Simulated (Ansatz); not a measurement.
# 1T-PbO2 monolayer in a perpendicular field

Wanted: the out-of-plane response of the 1T-PbO2 monolayer. A positive field points along +c.

Calculated with Ansatz 0.2.0; plane-wave DFT, PBE-D3(BJ), Ansatz PAW (set soft_1); PAW set soft_1.

## Step 1: Starting point

The cell holds 3 atoms: 2 O and 1 Pb. Its edges and angles: a = 2.874 Å, b = 2.874 Å, c = 35.411 Å, α = 90.0°, β = 90.0°, γ = 120.0°. Vacuum lies along c.

## Step 2: Relaxing the slab

The starting cell is a guess, so the in-plane lattice and the atoms are relaxed first, with the slab cut off from its images along the normal.

input.yaml

```yaml
crystal:
  lattice:
    - [2.874242, 0.0, 0.0]
    - [-1.437121, 2.4891665886, 0.0]
    - [0.0, 0.0, 35.4111357329]
  atoms:
    - { symbol: O, position: [0.6666666667, 0.3333333333, 0.4687790904] }
    - { symbol: Pb, position: [0.0, 0.0, 0.5] }
    - { symbol: O, position: [0.3333333333, 0.6666666667, 0.5312209096] }
  periodic: [true, true, false]
kpoints:
  mp_grid: { grid: [12, 12, 1] }
hamiltonian:
  xc: pbe
  dispersion: d3bj
  pseudopotentials: { kind: paw, azcp: { folder: soft_1 } }
scf:
  occupations: { method: fermi_dirac, width: 0.05 }
  convergence: { dr2_threshold: 1.0e-09 }
relax:
  f_tol: 0.004
  max_steps: 90
  cell: {}
output:
  write_potential: true
  write_density: true
  volumetric_format: npy
```

Command:

```sh
ansatz run input.yaml --threads 2 --pin off --max-ram 3072MiB --backend cpu --events-out ev --progress --plain --runs-dir out
```

Numbers of over 12 decimals in the logs are rounded to 6 here.

Log:

```text
Warning: relax.cell: scf.convergence.dr2_threshold = 1e-9 eV is looser than the 2.0119127238e-10 eV advised for a relaxation that steers and ends on the stress (1e-10 eV for each atom of the cell: 3, times the square of relax.cell.stress_2d_tol = 0.05 N/m over 12.2 Å (the atoms' height at the walk's start and 5 Å past either face), 4.095e-2 GPa, over a crystal's default 0.05). What an SCF threshold leaves in a stress goes as its square root, and in the free energy as the threshold itself, and one threshold admits the most on a small cell: [figures from the program's tests cut] Set scf.convergence.dr2_threshold to 2.0119127238e-10 eV or tighter. [rest of the remark cut]
Engine: ansatz 0.2.0, aarch64-unknown-linux-gnu
Pseudopotentials: kind: paw
Pseudopotential: O, paw, valence charge 6, recommended cutoff 420 eV (normal), soft_1/O.paw.azcp
Pseudopotential: Pb, paw, valence charge 14, recommended cutoff 420 eV (normal), soft_1/Pb.paw.azcp
Functional definition: PBE
  parameter kappa = 0.804
  parameter beta = 0.066725
  exchange = pbe_x(kappa = kappa, mu = beta*pi^2/3)
  correlation = pbe_c(beta = beta)
Crystal: 3 atoms, lattice volume = 253.348 Å³
Basis set: ecut = 420 eV, 4943 PW (Γ), exchange–correlation on 40×40×480 points (8 copies of the dense FFT grid, shifted against one another)
Bands: 17, of which v1, the nominal top of the filled ones, is band 13 counted from 1 (12 counted from 0)
Symmetry: 12 space group operations
Space group: P-3m1 (ITA 164), of the structure as read, at distance tolerance 6.3e-5 Å
k-points: 19 of 144
Non-local potential: O, projectors of the file, l = 0: 2, l = 1: 2, l = 2: 1
Non-local potential: Pb, projectors of the file, l = 0: 2, l = 1: 2, l = 2: 2, l = 3: 1
PAW form: soft (Blöchl's): semilocal exchange-correlation on the pseudo side does not see the compensation charge
PAW one-centre angular grid: O, 110 points (default); XC on 64 Gauss nodes
PAW one-centre angular grid: Pb, 590 points (default); XC on 64 Gauss nodes
Initial density: superposition of atomic densities (neutral atoms: chi_scale 0, normalization atom)
Initial wavefunctions: pseudopotential atomic-orbital guess
Functional: x = pbe(κ = 0.804, μ = 0.219515), c = pbe(β = 0.066725)
SCF iter   1: F=—  HF=-13040.542071 eV  |F-HF|=—  |Δ(HF+E_count)|=         —  Δρ=6.79e-2  dr2=1.04e1  ethr=3.10e-3  ⟨swp⟩=20.4  Hψ=4356  notcnv=0
preconditioner: auto → Resta (q_TF=auto, 1.867 Å⁻¹)  ε∞=1.4  [insulator: Δε(μ)=3.873 eV  Ē_g=19.205 eV  σ=0.050 eV  W_gap=1.00  n_scr=20 (ndim 8)  ℏωp=11.9 eV  f_vac=0.835  D(μ)=0.00/eV (n_scr^D=0)  ε∞_Penn≈1.4  vacuum switching on, ρ_ref=2.7e-2 e/Å³]
SCF iter   2: F=—  HF=-13037.857811 eV  |F-HF|=—  |Δ(HF+E_count)|=    2.68e0  Δρ=3.04e-2  dr2=1.25e0  ethr=3.10e-3  ⟨swp⟩=7.6  Hψ=1586  notcnv=0
SCF iter   3: F=—  HF=-13037.530303 eV  |F-HF|=—  |Δ(HF+E_count)|=   3.28e-1  Δρ=9.35e-3  dr2=9.89e-2  ethr=3.10e-3  ⟨swp⟩=4.9  Hψ=1024  notcnv=0
SCF iter   4: F=—  HF=-13037.526506 eV  |F-HF|=—  |Δ(HF+E_count)|=   3.80e-3  Δρ=1.33e-3  dr2=3.44e-3  ethr=3.80e-4  ⟨swp⟩=4.6  Hψ=831  notcnv=0
SCF iter   5: F=—  HF=-13037.526580 eV  |F-HF|=—  |Δ(HF+E_count)|=   7.37e-5  Δρ=3.09e-4  dr2=1.98e-4  ethr=1.32e-5  ⟨swp⟩=3.3  Hψ=808  notcnv=0
SCF iter   6: F=—  HF=-13037.526599 eV  |F-HF|=—  |Δ(HF+E_count)|=   1.86e-5  Δρ=9.56e-5  dr2=2.26e-5  ethr=7.61e-7  ⟨swp⟩=4.1  Hψ=876  notcnv=0
SCF iter   7: F=—  HF=-13037.526608 eV  |F-HF|=—  |Δ(HF+E_count)|=   9.33e-6  Δρ=3.56e-5  dr2=3.56e-6  ethr=8.68e-8  ⟨swp⟩=3.5  Hψ=654  notcnv=0
SCF iter   8: F=—  HF=-13037.526609 eV  |F-HF|=—  |Δ(HF+E_count)|=   6.61e-7  Δρ=4.31e-6  dr2=2.93e-8  ethr=1.37e-8  ⟨swp⟩=3.7  Hψ=752  notcnv=0
SCF iter   9: F=—  HF=-13037.526642 eV  |F-HF|=—  |Δ(HF+E_count)|=   3.37e-5  Δρ=8.46e-7  dr2=8.54e-10  ethr=3.85e-12  ⟨swp⟩=14.0  Hψ=3983  notcnv=0
SCF iter  10: F=-13037.526642 eV  HF=-13037.526642 eV  |F-HF|=6.18e-11  |Δ(HF+E_count)|=   1.22e-9  Δρ=7.54e-8  dr2=1.14e-11  ethr=3.28e-12  ⟨swp⟩=10.6  Hψ=2866  notcnv=0
SCF 1 converged in 10 iterations: F = -13037.526642 eV  dr2 = 1.14e-11
  greatest PAW one-centre occupation: 0.993 electrons in one spin orbital (limit 2), on the Pb atom at site 1 (counted from 0), in its partial waves of l = 2
relax step   1: F+E_penalty+E_count = -13037.52664240 eV  Δ(F+E_penalty+E_count) = +0.000e0 eV  max|allowed force component| = 5.029e0 eV/Å  Δτ_max = 0.0000 Å  P = +58.618 N/m  Ω = 253.348 Å³  fix = [c, alpha, beta]  reactions: c +0.000 N/m  (10 SCF iters, accepted)
Crystal: 3 atoms, lattice volume = 279.212 Å³
Basis set: ecut = 420 eV, 5351 PW (Γ), exchange–correlation on 40×40×480 points (8 copies of the dense FFT grid, shifted against one another)
Initial density: handed on by an earlier stage of this run
Initial wavefunctions: those handed on with the density
iter 1 solved again at ethr=2.05e-3 eV; its pass at ethr=3.10e-3 eV (dr2=5.33e-1 eV) is discarded
SCF iter   1: F=—  HF=-13040.051261 eV  |F-HF|=—  |Δ(HF+E_count)|=         —  Δρ=1.61e-2  dr2=5.37e-1  ethr=2.05e-3  ⟨swp⟩=1.3  Hψ=3725  notcnv=0
preconditioner: auto → Resta (q_TF=auto, 1.837 Å⁻¹)  ε∞=1.4  [insulator: Δε(μ)=2.136 eV  Ē_g=17.467 eV  σ=0.050 eV  W_gap=1.00  n_scr=20 (ndim 8)  ℏωp=11.3 eV  f_vac=0.846  D(μ)=0.00/eV (n_scr^D=0)  ε∞_Penn≈1.4  vacuum switching on, ρ_ref=2.2e-2 e/Å³]
SCF iter   2: F=—  HF=-13039.895458 eV  |F-HF|=—  |Δ(HF+E_count)|=   1.56e-1  Δρ=5.05e-3  dr2=5.62e-2  ethr=2.05e-3  ⟨swp⟩=4.4  Hψ=955  notcnv=0  defer=1
SCF iter   3: F=—  HF=-13039.879155 eV  |F-HF|=—  |Δ(HF+E_count)|=   1.63e-2  Δρ=1.53e-3  dr2=4.23e-3  ethr=2.16e-4  ⟨swp⟩=5.9  Hψ=1125  notcnv=0  defer=2
SCF iter   4: F=—  HF=-13039.879102 eV  |F-HF|=—  |Δ(HF+E_count)|=   5.31e-5  Δρ=6.07e-4  dr2=4.93e-4  ethr=1.63e-5  ⟨swp⟩=3.4  Hψ=723  notcnv=0  defer=1
SCF iter   5: F=—  HF=-13039.879260 eV  |F-HF|=—  |Δ(HF+E_count)|=   1.58e-4  Δρ=1.14e-4  dr2=1.95e-5  ethr=1.90e-6  ⟨swp⟩=3.0  Hψ=682  notcnv=0  defer=1
SCF iter   6: F=—  HF=-13039.879228 eV  |F-HF|=—  |Δ(HF+E_count)|=   3.17e-5  Δρ=1.37e-5  dr2=3.58e-7  ethr=7.51e-8  ⟨swp⟩=3.8  Hψ=855  notcnv=0  defer=1
SCF iter   7: F=—  HF=-13039.879259 eV  |F-HF|=—  |Δ(HF+E_count)|=   3.09e-5  Δρ=3.60e-6  dr2=2.36e-8  ethr=1.38e-9  ⟨swp⟩=3.8  Hψ=871  notcnv=0  defer=1
SCF iter   8: F=-13039.879259 eV  HF=-13039.879259 eV  |F-HF|=3.64e-11  |Δ(HF+E_count)|=   4.57e-9  Δρ=2.02e-7  dr2=8.55e-11  ethr=3.85e-12  ⟨swp⟩=12.8  Hψ=3672  notcnv=0
SCF 2 converged in 8 iterations: F = -13039.879259 eV  dr2 = 8.55e-11
  greatest PAW one-centre occupation: 0.990 electrons in one spin orbital (limit 2), on the Pb atom at site 1 (counted from 0), in its partial waves of l = 2
[...]
SCF iter   6: F=—  HF=-13040.669131 eV  |F-HF|=—  |Δ(HF+E_count)|=   7.01e-5  Δρ=7.23e-6  dr2=9.51e-8  ethr=1.13e-8  ⟨swp⟩=3.8  Hψ=844  notcnv=0
SCF iter   7: F=—  HF=-13040.669131 eV  |F-HF|=—  |Δ(HF+E_count)|=   3.98e-9  Δρ=2.15e-6  dr2=1.02e-8  ethr=3.66e-10  ⟨swp⟩=3.6  Hψ=774  notcnv=0
SCF iter   8: F=-13040.669131 eV  HF=-13040.669131 eV  |F-HF|=1.53e-10  |Δ(HF+E_count)|=   1.83e-9  Δρ=4.23e-7  dr2=3.34e-10  ethr=3.85e-12  ⟨swp⟩=12.0  Hψ=3394  notcnv=0
SCF 3 converged in 8 iterations: F = -13040.669131 eV  dr2 = 3.34e-10
  greatest PAW one-centre occupation: 0.989 electrons in one spin orbital (limit 2), on the Pb atom at site 1 (counted from 0), in its partial waves of l = 2
relax step   3: F+E_penalty+E_count = -13040.66913132 eV  Δ(F+E_penalty+E_count) = -7.899e-1 eV  max|allowed force component| = 5.029e-1 eV/Å  Δτ_max = 0.0475 Å  P = +11.798 N/m  Ω = 306.294 Å³  energy of the carried Pulay correction = -1.611e-2 eV  fix = [c, alpha, beta]  reactions: c +0.000 N/m  (8 SCF iters, accepted)
[... from here on, the SCF cycles and remarks between the steps are left out ...]
relax step   4: F+E_penalty+E_count = -13040.94370705 eV  Δ(F+E_penalty+E_count) = -2.746e-1 eV  max|allowed force component| = 1.805e-1 eV/Å  Δτ_max = 0.0487 Å  P = +1.764 N/m  Ω = 333.417 Å³  energy of the carried Pulay correction = -2.325e-2 eV  fix = [c, alpha, beta]  reactions: c +0.000 N/m  (8 SCF iters, accepted)
relax step   5: F+E_penalty+E_count = -13040.94994872 eV  Δ(F+E_penalty+E_count) = -6.242e-3 eV  max|allowed force component| = 5.789e-2 eV/Å  Δτ_max = 0.0009 Å  P = +0.220 N/m  Ω = 337.468 Å³  energy of the carried Pulay correction = -2.427e-2 eV  fix = [c, alpha, beta]  reactions: c +0.000 N/m  (7 SCF iters, accepted)
relax step   6: F+E_penalty+E_count = -13040.95021159 eV  Δ(F+E_penalty+E_count) = -2.629e-4 eV  max|allowed force component| = 1.612e-4 eV/Å  Δτ_max = 0.0048 Å  P = -0.004 N/m  Ω = 337.689 Å³  energy of the carried Pulay correction = -2.432e-2 eV  fix = [c, alpha, beta]  reactions: c -0.000 N/m  (6 SCF iters, accepted)
relax step   7: F+E_penalty+E_count = -13041.14625954 eV  Δ(F+E_penalty+E_count) = -1.960e-1 eV  max|allowed force component| = 6.486e-3 eV/Å  Δτ_max = 0.0000 Å  P = +3.214 N/m  Ω = 337.689 Å³  fix = [c, alpha, beta]  reactions: c +0.000 N/m  stress off target by 3.21e0 N/m on what of the cell is left free  SCF on the basis re-selected at this cell (its energy is not comparable with the rows above)  (7 SCF iters)
relax step   8: F+E_penalty+E_count = -13041.18278534 eV  Δ(F+E_penalty+E_count) = -3.653e-2 eV  max|allowed force component| = 2.028e-3 eV/Å  Δτ_max = 0.0252 Å  P = +0.990 N/m  Ω = 348.637 Å³  energy of the carried Pulay correction = -3.408e-3 eV  fix = [c, alpha, beta]  reactions: c +0.000 N/m  (8 SCF iters, accepted)
relax step   9: F+E_penalty+E_count = -13041.18497359 eV  Δ(F+E_penalty+E_count) = -2.188e-3 eV  max|allowed force component| = 2.216e-2 eV/Å  Δτ_max = 0.0171 Å  P = -0.087 N/m  Ω = 354.998 Å³  energy of the carried Pulay correction = -5.850e-3 eV  fix = [c, alpha, beta]  reactions: c -0.000 N/m  (7 SCF iters, accepted)
relax step  10: F+E_penalty+E_count = -13041.18546556 eV  Δ(F+E_penalty+E_count) = -4.920e-4 eV  max|allowed force component| = 1.743e-3 eV/Å  Δτ_max = 0.0039 Å  P = +0.002 N/m  Ω = 354.178 Å³  energy of the carried Pulay correction = -5.514e-3 eV  fix = [c, alpha, beta]  reactions: c +0.000 N/m  (6 SCF iters, accepted)
iter 1 solved again at ethr=1.01e-7 eV; its pass at ethr=3.10e-3 eV (dr2=2.64e-5 eV) is discarded
SCF iter   1: F=—  HF=-13041.191054 eV  |F-HF|=—  |Δ(HF+E_count)|=         —  Δρ=1.31e-4  dr2=8.92e-6  ethr=1.01e-7  ⟨swp⟩=6.8  Hψ=4977  notcnv=0
preconditioner: auto → Resta (q_TF=auto, 1.765 Å⁻¹)  ε∞=1.4  [insulator: Δε(μ)=1.333 eV  Ē_g=16.276 eV  σ=0.050 eV  W_gap=1.00  n_scr=18 (ndim 8)  ℏωp=10.1 eV  f_vac=0.850  D(μ)=0.00/eV (n_scr^D=0)  ε∞_Penn≈1.4  vacuum switching on, ρ_ref=1.9e-2 e/Å³]
SCF iter   2: F=—  HF=-13041.191288 eV  |F-HF|=—  |Δ(HF+E_count)|=   2.35e-4  Δρ=6.06e-5  dr2=3.09e-6  ethr=3.43e-8  ⟨swp⟩=3.3  Hψ=675  notcnv=0
SCF iter   3: F=—  HF=-13041.191372 eV  |F-HF|=—  |Δ(HF+E_count)|=   8.34e-5  Δρ=3.12e-5  dr2=8.06e-7  ethr=1.19e-8  ⟨swp⟩=3.4  Hψ=636  notcnv=0
SCF iter   4: F=—  HF=-13041.191379 eV  |F-HF|=—  |Δ(HF+E_count)|=   7.47e-6  Δρ=2.89e-6  dr2=7.88e-9  ethr=3.10e-9  ⟨swp⟩=3.2  Hψ=770  notcnv=0
SCF iter   5: F=-13041.191380 eV  HF=-13041.191380 eV  |F-HF|=9.54e-9  |Δ(HF+E_count)|=   7.82e-7  Δρ=3.22e-7  dr2=1.44e-10  ethr=3.85e-12  ⟨swp⟩=22.2  Hψ=3652  notcnv=0
SCF 11 converged in 5 iterations: F = -13041.191380 eV  dr2 = 1.44e-10
relax step  11: F+E_penalty+E_count = -13041.19138005 eV  Δ(F+E_penalty+E_count) = -5.914e-3 eV  max|allowed force component| = 1.669e-3 eV/Å  Δτ_max = 0.0000 Å  P = +0.030 N/m  Ω = 354.178 Å³  fix = [c, alpha, beta]  reactions: c +0.000 N/m  stress off target by 3.04e-2 N/m on what of the cell is left free  SCF on the basis re-selected at this cell (its energy is not comparable with the rows above)  (5 SCF iters)
basis re-selected at this cell: Δ(F+E_penalty+E_count) = -5.914e-3 eV, ΔP = +0.028 N/m vs the last step (what re-selecting the basis moved, of the pressure what is left beyond the Pulay correction that the steps carried, after the strain that the cell walked since its last selection, with what the two solves' SCF thresholds leave and, on support functions, any second-order correction that the steps lacked; it is no m [...]
SCF converged after 5 iterations
Free energy (F): -13041.191380 eV
Harris-Foulkes:  -13041.191380 eV  (|F-HF|=9.54e-9)
Internal energy: -13041.191380 eV  (E = F + TS)
E sigma→0 (E₀):  -13041.191380 eV
Entropy (-TS):   -0.000000 eV (-0.000 meV/atom)
Fermi energy:    -7.354475 eV
--- Per-component energies (eV) ---
  E_band       = -450.112320
  E_kinetic    = 628.282138
  E_local      = -49556.596921  (includes V_loc(G=0)·N_el)
  E_nonlocal   = 416.902536
  E_hartree    = 24373.985038
  E_xc         = -342.719029
  E_vxc        = -313.346658  (∫ρ·V_xc dr)
  E_paw        = -10729.606428  (= ΣΔE_a)
  E_vpaw       = -373.324741  (= ΣTr[D̂ρ^β])
  E_aug_tail   = 0.001450  (compensation charges beyond the density's cutoff)
  E_ewald      = 22168.899935
  E_disp       = -0.340099  (pairwise vdW)
  E_smearing   = -0.000000  (= −TS)
  E_closure    = -0.000000  (closes the sum)
  Σ components = -13041.191380   (vs F -13041.191380, Δ=0.00e0)
--- Forces (eV/Å), atoms counted from 1 ---
  atom   1  O      0.00000000     0.00000000    -0.00166850
  atom   2  Pb     0.00000000     0.00000000     0.00000000
  atom   3  O     -0.00000000    -0.00000000     0.00166850
  max |Σ_I F_I| component: 1.05e-30 eV/Å
--- 2D stress c σ (N/m, compression-positive) ---
        0.030360       0.000000      -0.000000
        0.000000       0.030360       0.000000
       -0.000000       0.000000       0.000000
  P = ½ c Tr σ = 0.0304 N/m
--- Band table (eV; the first three rows and the last of 19) ---
  k-point 0: bands = [... 9 lower, -9.2650, -8.6557, -8.4379, -8.4379, -6.7873, -2.9032, -0.3087, -0.1888]
  k-point 1: bands = [... 9 lower, -9.3636, -8.7568, -8.4529, -8.4252, -6.5409, -2.6649, -0.2339, -0.0649]
  k-point 2: bands = [... 9 lower, -9.6257, -8.9576, -8.4286, -8.3920, -5.9844, -2.1057, -0.0870, 0.3063]
  k-point 18: bands = [... 9 lower, -11.0404, -10.3417, -8.2090, -8.2090, -4.2960, 0.8411, 1.0755, 1.0755]
  the weakly bound empty levels are not read free of the cell's end (no_gap_told)
--- Relaxed structure (9 steps of the walk, 9 accepted, 2 SCFs on fresh bases) ---
  F+E_penalty+E_count = -13041.19138005 eV   max|allowed force component| = 1.669e-3 eV/Å   (the final SCF, on the basis selected at the relaxed cell)
  cell:  # Å, volume = 354.1778 Å³
    - [3.398407, 0, 0]
    - [-1.699204, 2.943107, 0]
    - [0, 0, 35.4111357329]
  atoms:
    - { symbol: O, position: [0.666667, 0.333333, 0.469862] }
    - { symbol: Pb, position: [0, 0, 0.5] }
    - { symbol: O, position: [0.333333, 0.666667, 0.530138] }
```

The job ended after 34 s (2 threads of Arm Neoverse V1, shared host; peak memory 0.55 GiB; 65 s of CPU time).

Step by step:

```
step  energy less that of the first step (eV)  largest force component (eV/Å)  volume (Å³)
   1                                   0.0000                          5.0292       253.35
   2                                  -2.3526                          1.0869       279.21
   3                                  -3.1425                          0.5029       306.29
   4                                  -3.4171                          0.1805       333.42
   5                                  -3.4233                          0.0579       337.47
   6                                  -3.4236                          0.0002       337.69
  7*                                  -3.6196                          0.0065       337.69
   8                                  -3.6561                          0.0020       348.64
   9                                  -3.6583                          0.0222       355.00
  10                                  -3.6588                          0.0017       354.18
 11*                                  -3.6647                          0.0017       354.18
```

Relaxation steps marked * repeat the geometry before them on a plane-wave basis chosen anew for their cell, so energy and pressure can jump there.

The run keeps the 12 symmetry operations that it works with, so distortions that break them were not tested.

```
cell as run  before  after   change
      a (Å)   2.874  3.398  +18.2 %
      b (Å)   2.874  3.398  +18.2 %
```

The atoms that moved most (Å, along periodic axes as changes of fractional coordinates times the final cell, across vacuum about the mean position):

```
atom     dx     dy      dz  length
  O3  0.000  0.000  -0.038   0.038
  O1  0.000  0.000   0.038   0.038
```

The relaxed structure:

```xyz
3
Lattice="3.3984 0.0000 0.0000 -1.6992 2.9431 0.0000 0.0000 0.0000 35.4111" Properties=species:S:1:pos:R:3
O     1.6992    0.9810   16.6383
Pb    0.0000    0.0000   17.7056
O     0.0000    1.9621   18.7728
```

The lattice constant a goes from 2.874 to 3.398 Å.

(Part 1 of 3 ends here.)

[Logs are printed without paths, hosts, clocks, repeated set-up lines and the standing remarks that a program may print on its own settings, such as how far it seeks lower states.]

[Hosts, paths, dates, database ids (printed as entryN), source tags and the programs' standing remarks are cut or masked in the printed files.]

[Maps of the electrostatic potential energy from Ansatz leave out the sawtooth potential of an applied field or a dipole correction, so their vacuum need not be flat; planar profiles and work functions include it.]
